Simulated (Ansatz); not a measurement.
# What TlBr3 (model cell, started as ReO3 type) distorts into, part 2 of 2

Which phase does TlBr3 (model cell, started as ReO3 type) fall into along its unstable mode, and how much energy does it gain?

Ansatz 0.2.0; DFT PBEsol, scalar-relativistic, plane waves, norm-conserving pseudopotentials.

So far, highest frequency on the path or at a solved wavevector (cm⁻¹): step 2 (the dispersion) 158. Also lowest frequency on the path (cm⁻¹): step 2 -49.8.

The structure was built from a prototype and need not be the compound's stable phase.

## 6. Relaxation from the frozen mode

Starting from the lowest point found, all atoms and the cell are let go, so that strain and other modes of the same symmetry can join in.

File input.yaml:

```yaml
crystal:
  lattice:
    - [5.5180850399, 0.0, 0.0]
    - [0.0, 5.5180850399, 0.0]
    - [0.0, 0.0, 5.5180850399]
  atoms:
    - { symbol: Tl, position: [0.0, -0.0387390071, 0.0] }
    - { symbol: Br, position: [0.5, 0.0579911324, 0.0] }
    - { symbol: Br, position: [0.0, 0.4831051185, 0.0] }
    - { symbol: Br, position: [0.0, 0.0579911324, 0.5] }
kpoints:
  mp_grid: { grid: [8, 8, 8] }
hamiltonian:
  xc: pbesol
  pseudopotentials: { kind: nc }
scf:
  occupations: { method: methfessel_paxton, width: 0.2 }
output:
  forces: true
  stress: true
  eigenvalues: true
relax:
  adjacent_minimum: "off"
  f_tol: 0.002
  max_steps: 120
  cell: { stress_tol: 0.03 }
```

Run with:

```
$ ansatz run input.yaml --threads 4 --pin off --max-ram 7168MiB --backend cpu --events-out ev --progress --plain --runs-dir out
```

Numbers of over 12 decimals in the logs are rounded to 6 here.

The log of the run:

```text
[...]
Crystal: 4 atoms, lattice volume = 168.022 Å³
Basis set: ecut = 843.552974 eV, 9315 PW (Γ), exchange–correlation on 108×108×108 points (8 copies of the dense FFT grid, shifted against one another)
Bands: 21, of which v1, the nominal top of the filled ones, is band 17 counted from 1 (16 counted from 0)
Symmetry: 8 space group operations
[...]
k-points: 75 of 512 (time reversal used)
[...]
SCF iter   1: F=—  HF=-2936.321458 eV  |F-HF|=—  |Δ(HF+E_count)|=         —  Δρ=2.87e-2  dr2=2.17e0  ethr=3.10e-3  ⟨swp⟩=6.4  Hψ=8238  notcnv=0
[...]
SCF iter   8: F=-2935.520490 eV  HF=-2935.520490 eV  |F-HF|=2.82e-9  |Δ(HF+E_count)|=   9.85e-8  S|Δr|=    0.00e0  Δρ=1.90e-6  dr2=6.35e-9  ethr=2.94e-10  ⟨swp⟩=7.4  Hψ=8844  notcnv=0
SCF 1 converged in 8 iterations: F = -2935.520490 eV  dr2 = 6.35e-9
relax step   1: F+E_penalty+E_count = -2935.52049040 eV  Δ(F+E_penalty+E_count) = +0.000e0 eV  max|allowed force component| = 9.330e-2 eV/Å  Δτ_max = 0.0000 Å  P = -0.417 GPa  Ω = 168.022 Å³  (8 SCF iters, dr2 threshold 1.00e-7 eV, accepted)
Crystal: 4 atoms, lattice volume = 164.354 Å³
Basis set: ecut = 843.552974 eV, 9151 PW (Γ), exchange–correlation on 108×108×108 points (8 copies of the dense FFT grid, shifted against one another)
[...]
SCF iter   6: F=-2935.559115 eV  HF=-2935.559115 eV  |F-HF|=2.42e-7  |Δ(HF+E_count)|=   5.93e-7  S|Δr|=    0.00e0  Δρ=1.17e-5  dr2=2.87e-7  ethr=1.18e-9  ⟨swp⟩=8.1  Hψ=9105  notcnv=0
SCF 2 converged in 6 iterations: F = -2935.559115 eV  dr2 = 2.87e-7
relax step   2: F+E_penalty+E_count = -2935.55911455 eV  Δ(F+E_penalty+E_count) = -3.862e-2 eV  max|allowed force component| = 2.761e-1 eV/Å  Δτ_max = 0.0466 Å  P = -0.083 GPa  Ω = 164.354 Å³  energy of the carried Pulay correction = +6.842e-5 eV  (6 SCF iters, dr2 threshold 4.00e-7 eV, accepted)
Crystal: 4 atoms, lattice volume = 159.518 Å³
Basis set: ecut = 843.552974 eV, 8883 PW (Γ), exchange–correlation on 108×108×108 points (8 copies of the dense FFT grid, shifted against one another)
[...]
SCF iter   7: F=-2935.619813 eV  HF=-2935.619813 eV  |F-HF|=1.15e-8  |Δ(HF+E_count)|=   9.05e-8  S|Δr|=    0.00e0  Δρ=5.12e-6  dr2=2.59e-8  ethr=1.18e-9  ⟨swp⟩=8.2  Hψ=9129  notcnv=0
SCF 3 converged in 7 iterations: F = -2935.619813 eV  dr2 = 2.59e-8
relax step   3: F+E_penalty+E_count = -2935.61981267 eV  Δ(F+E_penalty+E_count) = -6.070e-2 eV  max|allowed force component| = 4.307e-1 eV/Å  Δτ_max = 0.1949 Å  P = +0.432 GPa  Ω = 159.518 Å³  energy of the carried Pulay correction = +1.610e-4 eV  (7 SCF iters, dr2 threshold 4.00e-7 eV, accepted)
[... from here on, the SCF cycles and remarks between the steps are left out ...]
relax step   4: F+E_penalty+E_count = -2935.68739178 eV  Δ(F+E_penalty+E_count) = -6.758e-2 eV  max|allowed force component| = 1.112e-1 eV/Å  Δτ_max = 0.0480 Å  P = +0.281 GPa  Ω = 159.035 Å³  energy of the carried Pulay correction = +1.704e-4 eV  (7 SCF iters, dr2 threshold 4.00e-7 eV, accepted)
relax step   5: F+E_penalty+E_count = -2935.71015430 eV  Δ(F+E_penalty+E_count) = -2.276e-2 eV  max|allowed force component| = 2.140e-1 eV/Å  Δτ_max = 0.0953 Å  P = +0.521 GPa  Ω = 160.899 Å³  energy of the carried Pulay correction = +1.343e-4 eV  (6 SCF iters, dr2 threshold 4.00e-7 eV, accepted)
relax step   6: F+E_penalty+E_count = -2935.71209264 eV  Δ(F+E_penalty+E_count) = -1.938e-3 eV  max|allowed force component| = 2.769e-1 eV/Å  Δτ_max = 0.0314 Å  P = +0.051 GPa  Ω = 164.979 Å³  energy of the carried Pulay correction = +5.666e-5 eV  (5 SCF iters, dr2 threshold 4.00e-7 eV, accepted)
relax step   7: F+E_penalty+E_count = -2935.71702022 eV  Δ(F+E_penalty+E_count) = -4.928e-3 eV  max|allowed force component| = 1.504e-2 eV/Å  Δτ_max = 0.0294 Å  P = -0.054 GPa  Ω = 165.001 Å³  energy of the carried Pulay correction = +5.623e-5 eV  (6 SCF iters, dr2 threshold 4.00e-7 eV, accepted)
relax step   8: F+E_penalty+E_count = -2935.71712206 eV  Δ(F+E_penalty+E_count) = -1.018e-4 eV  max|allowed force component| = 8.585e-4 eV/Å  Δτ_max = 0.0034 Å  P = +0.000 GPa  Ω = 164.856 Å³  energy of the carried Pulay correction = +5.896e-5 eV  (5 SCF iters, dr2 threshold 1.41e-8 eV, accepted)
relax step   9: F+E_penalty+E_count = -2935.71980740 eV  Δ(F+E_penalty+E_count) = -2.685e-3 eV  max|allowed force component| = 6.356e-4 eV/Å  Δτ_max = 0.0000 Å  P = +0.036 GPa  Ω = 164.856 Å³  stress off target by 1.05e-1 GPa  SCF on the basis re-selected at this cell (its energy is not comparable with the rows above)  (7 SCF iters)
relax step  10: F+E_penalty+E_count = -2935.72016526 eV  Δ(F+E_penalty+E_count) = -3.579e-4 eV  max|allowed force component| = 3.374e-3 eV/Å  Δτ_max = 0.0074 Å  P = +0.017 GPa  Ω = 165.341 Å³  energy of the carried Pulay correction = -9.255e-6 eV  (5 SCF iters, dr2 threshold 2.75e-8 eV, accepted)
relax step  11: F+E_penalty+E_count = -2935.72027494 eV  Δ(F+E_penalty+E_count) = -1.097e-4 eV  max|allowed force component| = 2.085e-2 eV/Å  Δτ_max = 0.0159 Å  P = -0.027 GPa  Ω = 166.537 Å³  energy of the carried Pulay correction = -3.187e-5 eV  (6 SCF iters, dr2 threshold 6.66e-9 eV, accepted)
relax step  12: F+E_penalty+E_count = -2935.72034681 eV  Δ(F+E_penalty+E_count) = -7.187e-5 eV  max|allowed force component| = 3.927e-3 eV/Å  Δτ_max = 0.0038 Å  P = -0.002 GPa  Ω = 166.098 Å³  energy of the carried Pulay correction = -2.368e-5 eV  (5 SCF iters, dr2 threshold 2.72e-8 eV, accepted)
relax step  13: F+E_penalty+E_count = -2935.72034866 eV  Δ(F+E_penalty+E_count) = -1.846e-6 eV  max|allowed force component| = 2.115e-4 eV/Å  Δτ_max = 0.0002 Å  P = +0.000 GPa  Ω = 166.079 Å³  energy of the carried Pulay correction = -2.332e-5 eV  (4 SCF iters, dr2 threshold 9.64e-10 eV, accepted)
[...]
SCF iter   6: F=-2935.720373 eV  HF=-2935.720373 eV  |F-HF|=2.73e-12  |Δ(HF+E_count)|=  5.00e-12  S|Δr|=    0.00e0  Δρ=3.05e-8  dr2=2.66e-12  ethr=1.00e-12  ⟨swp⟩=8.8  Hψ=10455  notcnv=0
SCF 14 converged in 6 iterations: F = -2935.720373 eV  dr2 = 2.66e-12
relax step  14: F+E_penalty+E_count = -2935.72037307 eV  Δ(F+E_penalty+E_count) = -2.441e-5 eV  max|allowed force component| = 1.952e-4 eV/Å  Δτ_max = 0.0000 Å  P = +0.000 GPa  Ω = 166.079 Å³  stress off target by 9.38e-4 GPa  SCF on the basis re-selected at this cell (its energy is not comparable with the rows above)  (6 SCF iters)
[...]
SCF converged after 6 iterations
[...]
Free energy (F): -2935.720373 eV
[...]
Internal energy: -2935.719094 eV  (E = F + TS)
E sigma→0 (E₀):  -2935.720053 eV
Entropy (-TS):   -0.001279 eV (-0.320 meV/atom)
Fermi energy:    1.016604 eV
[...]
--- Forces (eV/Å), atoms counted from 1 ---
  atom   1  Tl     0.00000000     0.00010233    -0.00000000
  atom   2  Br    -0.00000000     0.00004683     0.00000000
  atom   3  Br    -0.00000000    -0.00019491     0.00000000
  atom   4  Br     0.00000000     0.00004683     0.00000000
  max |Σ_I F_I| component: 1.07e-6 eV/Å
--- Stress (GPa, compression-positive) ---
        0.000223      -0.000000      -0.000000
       -0.000000       0.000938       0.000000
       -0.000000       0.000000       0.000223
  P = ⅓ Tr σ = 0.0005 GPa (0.005 kbar)
--- Band table (eV; the first three rows and the last of 75) ---
  k-point 0: bands = [... 13 lower, 0.1578, 0.1578, 0.2690, 0.4270, 0.4270, 5.8114, 6.7324, 6.7324]
  k-point 1: bands = [... 13 lower, 0.0797, 0.1359, 0.1401, 0.3744, 0.8877, 5.9544, 6.7201, 6.7616]
  k-point 2: bands = [... 13 lower, 0.0242, 0.0372, 0.0707, 0.2993, 1.6186, 6.3503, 6.7326, 6.8391]
  k-point 74: bands = [... 13 lower, 0.3605, 0.3833, 0.3833, 1.0833, 2.3033, 5.8698, 5.8698, 7.3386]
--- Relaxed structure (12 steps of the walk, 12 accepted, 2 SCFs on fresh bases) ---
  F+E_penalty+E_count = -2935.72037307 eV   max|allowed force component| = 1.952e-4 eV/Å   (the final SCF, on the basis selected at the relaxed cell)
  cell:  # Å, volume = 166.0794 Å³
    - [5.079969, 0, 0]
    - [0, 6.435669, 0.0]
    - [0, 0.0, 5.079969]
  atoms:
    - { symbol: Tl, position: [0, -0.099598, 0.0] }
    - { symbol: Br, position: [0.500000, 0.076378, 0] }
    - { symbol: Br, position: [0, 0.507190, 0] }
    - { symbol: Br, position: [0, 0.076378, 0.500000] }
```

Run time: 2.6 min. Hardware: 4 threads of AMD EPYC 7R13 (Zen 3), shared host; peak memory 1 GiB.

The steps of the relaxation:

```
step  energy less that of the first step (eV)  largest force component (eV/Å)  pressure (GPa)  volume (Å³)
   1                                   0.0000                          0.0933           -0.42       168.02
   2                                  -0.0386                          0.2761           -0.08       164.35
   3                                  -0.0993                          0.4307            0.43       159.52
   4                                  -0.1669                          0.1112            0.28       159.03
   5                                  -0.1897                          0.2140            0.52       160.90
   6                                  -0.1916                          0.2769            0.05       164.98
   7                                  -0.1965                          0.0150           -0.05       165.00
   8                                  -0.1966                          0.0009            0.00       164.86
  9*                                  -0.1993                          0.0006            0.04       164.86
  10                                  -0.1997                          0.0034            0.02       165.34
  11                                  -0.1998                          0.0209           -0.03       166.54
  12                                  -0.1999                          0.0039            0.00       166.10
  13                                  -0.1999                          0.0002            0.00       166.08
 14*                                  -0.1999                          0.0002            0.00       166.08
```

Relaxation steps marked * repeat the geometry before them on a plane-wave basis chosen anew for their cell, so energy and pressure can jump there.

Forces are held to the 8 operations that the run works with; a distortion that breaks them can't arise in this run.

```
     cell as run  before  after   change
           a (Å)   5.518  5.080   -7.9 %
           b (Å)   5.518  6.436  +16.6 %
           c (Å)   5.518  5.080   -7.9 %
volume (Å³/atom)   42.01  41.52   -1.2 %
```

The atoms that moved most (Å, as changes of fractional coordinates times the final cell):

```
atom     dx      dy     dz  length
 Tl1  0.000  -0.392  0.000   0.392
 Br3  0.000   0.155  0.000   0.155
 Br2  0.000   0.118  0.000   0.118
 Br4  0.000   0.118  0.000   0.118
```

The relaxed structure:

```xyz
4
Lattice="5.0800 0.0000 0.0000 0.0000 6.4357 0.0000 0.0000 0.0000 5.0800" Properties=species:S:1:pos:R:3 pbc="T T T"
Tl    0.0000   -0.6410    0.0000
Br    2.5400    0.4915    0.0000
Br    0.0000    3.2641    0.0000
Br    0.0000    0.4915    2.5400
```

Numbers from this step:

| Quantity | Value |
| --- | --- |
| pressure | 4.61e-4 GPa |
| volume per atom | 41.52 Å³ |

The distorted start has space group P4mm; the relaxation ends in P4mm.

## 7. The new phase in its own primitive cell

The relaxed structure is symmetrised, reduced to its primitive cell and relaxed tightly, as its phonons need.

input.yaml, the sections that differ from step 6:

```yaml
crystal:
  lattice:
    - [5.0799688784, 0.0, 0.0]
    - [0.0, 5.0799688784, 0.0]
    - [0.0, 0.0, 6.4356685548]
  atoms:
    - { symbol: Tl, position: [0.0, 0.0, 0.099598329] }
    - { symbol: Br, position: [0.5, 0.0, 0.9236218353] }
    - { symbol: Br, position: [0.0, 0.0, 0.4928096241] }
    - { symbol: Br, position: [0.0, 0.5, 0.9236218353] }
relax:
  adjacent_minimum: "off"
  f_tol: 0.001
  max_steps: 60
  cell: { stress_tol: 0.01 }
# kpoints, hamiltonian, scf, output: as in step 6
```

The log of the run:

```text
[...]
Crystal: 4 atoms, lattice volume = 166.079 Å³
Basis set: ecut = 843.552974 eV, 9183 PW (Γ), exchange–correlation on 100×100×128 points (8 copies of the dense FFT grid, shifted against one another)
Bands: 21, of which v1, the nominal top of the filled ones, is band 17 counted from 1 (16 counted from 0)
Symmetry: 8 space group operations
[...]
--- Relaxed structure (1 steps of the walk, 1 accepted, 1 SCFs on fresh bases) ---
[...]
cell:  # Å, volume = 166.0794 Å³
    - [5.0799688784, 0.0, 0.0]
    - [0.0, 5.0799688784, 0.0]
    - [0.0, 0.0, 6.4356685548]
  atoms:
    - { symbol: Tl, position: [0.0, 0.0, 0.099598] }
    - { symbol: Br, position: [0.5, 0.0, 0.9236218353] }
    - { symbol: Br, position: [0.0, 0.0, 0.4928096241] }
    - { symbol: Br, position: [0.0, 0.5, 0.9236218353] }
[key lines of the parts left out:]
SCF converged after 7 iterations
Free energy (F): -2935.720373 eV
Fermi energy:    1.016604 eV
P = ⅓ Tr σ = 0.0005 GPa (0.005 kbar)
```

Elapsed: 28 s, on 4 threads; peak memory 0.97 GiB; 1.8 min of CPU time.

Little changed from the start: no atom moved by 0.005 Å and no cell edge by 0.1 %.

The largest force component left is 0.20 meV/Å and the pressure is 0.000 GPa, within the tolerances set. The cell now holds 41.52 Å³/atom.

## 8. Modes of the new phase

A relaxed structure may still be a saddle point, so its zone-centre modes are computed. No field response is asked, since the mesh shows no gap.

input.yaml, as its differences from that of step 7:

```diff
@@ -18,9 +18,4 @@
 output:
-  forces: true
-  stress: true
   eigenvalues: true
-relax:
-  adjacent_minimum: "off"
-  f_tol: 0.001
-  max_steps: 60
-  cell: { stress_tol: 0.01 }
+phonons:
+  method: dfpt
```

The log of the run:

```text
zone centre: on kpoints.mp_grid the ground state, and the responses unless they are solved on pairs of k-points, stand on 125 of the mesh's 512 k-points, reduced under 4 symmetry operations, with k and −k counted as one. Each operation leaves every solved displacement unchanged or reverses it
[...]
Crystal: 4 atoms, lattice volume = 166.079 Å³
Basis set: ecut = 843.552974 eV, 9183 PW (Γ), exchange–correlation on 100×100×128 points (8 copies of the dense FFT grid, shifted against one another)
Bands: 21, of which v1, the nominal top of the filled ones, is band 17 counted from 1 (16 counted from 0)
Symmetry: 8 space group operations
k-points: 125 of 512 (irreducible under 4 space group operations, time reversal used)
[...]
SCF iter   1: F=—  HF=-2936.964942 eV  |F-HF|=—  |Δ(HF+E_count)|=         —  Δρ=3.24e-2  dr2=3.95e0  ethr=3.10e-3  ⟨swp⟩=6.5  Hψ=13719  notcnv=0
[...]
SCF iter  13: F=-2935.720373 eV  HF=-2935.720373 eV  |F-HF|=9.09e-13  |Δ(HF+E_count)|=  2.23e-11  S|Δr|=    0.00e0  Δρ=1.90e-8  dr2=8.04e-13  ethr=1.00e-12  ⟨swp⟩=7.8  Hψ=16143  notcnv=0
SCF 1 converged in 13 iterations: F = -2935.720373 eV  dr2 = 8.04e-13
DFPT response loops at Γ: preconditioner auto → none (partly filled bands, converged f_vac=0.231); β = 0.50; Broyden in place of MSR1
SCF converged after 13 iterations
[...]
Free energy (F): -2935.720373 eV
[...]
Internal energy: -2935.719094 eV  (E = F + TS)
E sigma→0 (E₀):  -2935.720053 eV
Entropy (-TS):   -0.001279 eV (-0.320 meV/atom)
Fermi energy:    1.016604 eV
[...]
--- Band table (eV; the first three rows and the last of 125) ---
  k-point 0: bands = [... 13 lower, 0.1578, 0.1578, 0.2690, 0.4270, 0.4270, 5.8114, 6.7324, 6.7324]
  k-point 1: bands = [... 13 lower, 0.1384, 0.1384, 0.4140, 0.4140, 0.4748, 5.8721, 6.8204, 6.8204]
  k-point 2: bands = [... 13 lower, 0.0843, 0.0843, 0.3900, 0.3900, 0.8610, 5.9893, 7.0483, 7.0483]
  k-point 124: bands = [... 13 lower, 0.3605, 0.3833, 0.3833, 1.0833, 2.3033, 5.8698, 5.8698, 7.3386]
--- Phonons (Γ-DFPT): 7 representative perturbations + reference, on 125 of 512 k-points (Σ response iterations 25) ---
  k mesh reduced under 4 symmetry operations, with k and −k counted as one. Each operation leaves every solved displacement unchanged or reverses it
  ASR residual: 1.287e-4 → 0.000e0 eV/Å²; symmetrization residual: 2.437e-5 eV/Å²
  ASR residual per site (eV/Å²): 2.03e-5 2.20e-5 1.29e-4 2.20e-5
[...]
non-analytic LO–TO correction: not included (Born effective charges unavailable; polar crystals: no LO–TO splitting at Γ)
```

Wall time 2.4 min (4 threads); peak memory 3.5 GiB; 9.2 min of CPU time.

This step gave:

```yaml
sum_rule_residual_before_enforcement: 1.29e-4 eV/Å²
point_group: 4mm
highest_optical_mode_at_the_zone_centre_no_lo_to_term: 199.4 cm⁻¹
lowest_optical_zone_centre_mode: 11.5 cm⁻¹
```

Patterns of degenerate modes are one choice out of their space. The modes at Γ (shares of kinetic energy by element, %):

```
mode  frequency (cm⁻¹)  symmetry  Tl %  Br %
   1               0.0  acoustic    46    54
   2               0.0  acoustic    46    54
   3               0.0  acoustic    46    54
   4              11.5         E    25    75
   5              11.5         E    25    75
   6              33.5         E    17    83
   7              33.5         E    17    83
   8              65.8        B1     0   100
   9             107.5        A1    23    77
  10             133.6         E    12    88
  11             133.6         E    12    88
  12             199.4        A1    31    69
```

Displacements in mode 7 (33.5 cm⁻¹), the largest set to 1:
```
Tl1 -0.30  0.00  0.00
Br2  0.08  0.00  0.00
Br3 -0.30  0.00  0.00
Br4  1.00  0.00  0.00
```

Displacements in mode 12 (199.4 cm⁻¹), the largest set to 1:
```
Tl1  0.00  0.00 -0.42
Br2  0.00  0.00  0.04
Br3  0.00  0.00  1.00
Br4  0.00  0.00  0.04
```

Before it was imposed, the acoustic sum rule was missed by 1.3e-4 eV/Å². Small misses are needed for a sound result but don't prove that mesh and cutoff are converged. The lowest optical mode is real, 11.5 cm⁻¹.

## 9. What came out

| Quantity | Value |
| --- | --- |
| unstable mode of the parent | q = (0, 0, 0), 48i cm⁻¹ |
| depth at the lowest point sampled | 17.5 meV/atom |
| largest atomic shift at that point | 0.32 Å |
| space group reached (within 0.01 Å) | P4mm |
| energy gained over the parent (first relaxation, on the mesh of the frozen mode) | 66.8 meV/atom |
| volume per atom, phase reached | 41.5 Å³ |
| lowest optical zone-centre mode, phase reached | 11.5 cm⁻¹ |
| highest optical mode at the zone centre (no LO-TO term), phase reached | 199 cm⁻¹ |

In words: Along this mode the structure falls into P4mm, 66.8 meV/atom below the parent. At the parent's cell the well is 17.51 meV/atom deep on the steps tried, with its lowest point at a shift of 0.32 Å. Relaxing atoms and cell changes the gain by +49.31 meV/atom against the lowest step (energies at zero smearing). Most of the total comes from this relaxation. The new phase has no imaginary mode at the zone centre of its cell; other wavevectors were not checked. Of the 3 patterns followed to their end from this parent, this one reaches the lowest energy. Each path keeps the symmetry of its pattern, so a lower phase may lie along a pattern not tried. With no gap, or one that is small against the smearing, the frequencies hang on the k mesh and the smearing, most of all near Kohn anomalies. A semilocal functional can close a gap that the real compound would have, so the metallic treatment may be an artefact of the level. An optical mode within 15 cm⁻¹ of zero is at the mercy of small errors in the force constants, and even its sign is uncertain. Spin-orbit coupling is left out, which can matter for the heavy elements here. A phonon run warned that its eigensolver left some bands unconverged in a pass. The starting cell was built on a prototype and not taken from a measurement, so the phase need not exist.

[Logs are printed without paths, hosts, clocks, repeated set-up lines and the standing remarks that a program may print on its own settings, such as how far it seeks lower states.]

[Hosts, paths, dates, database ids (printed as entryN), source tags and the programs' standing remarks are cut or masked in the printed files.]
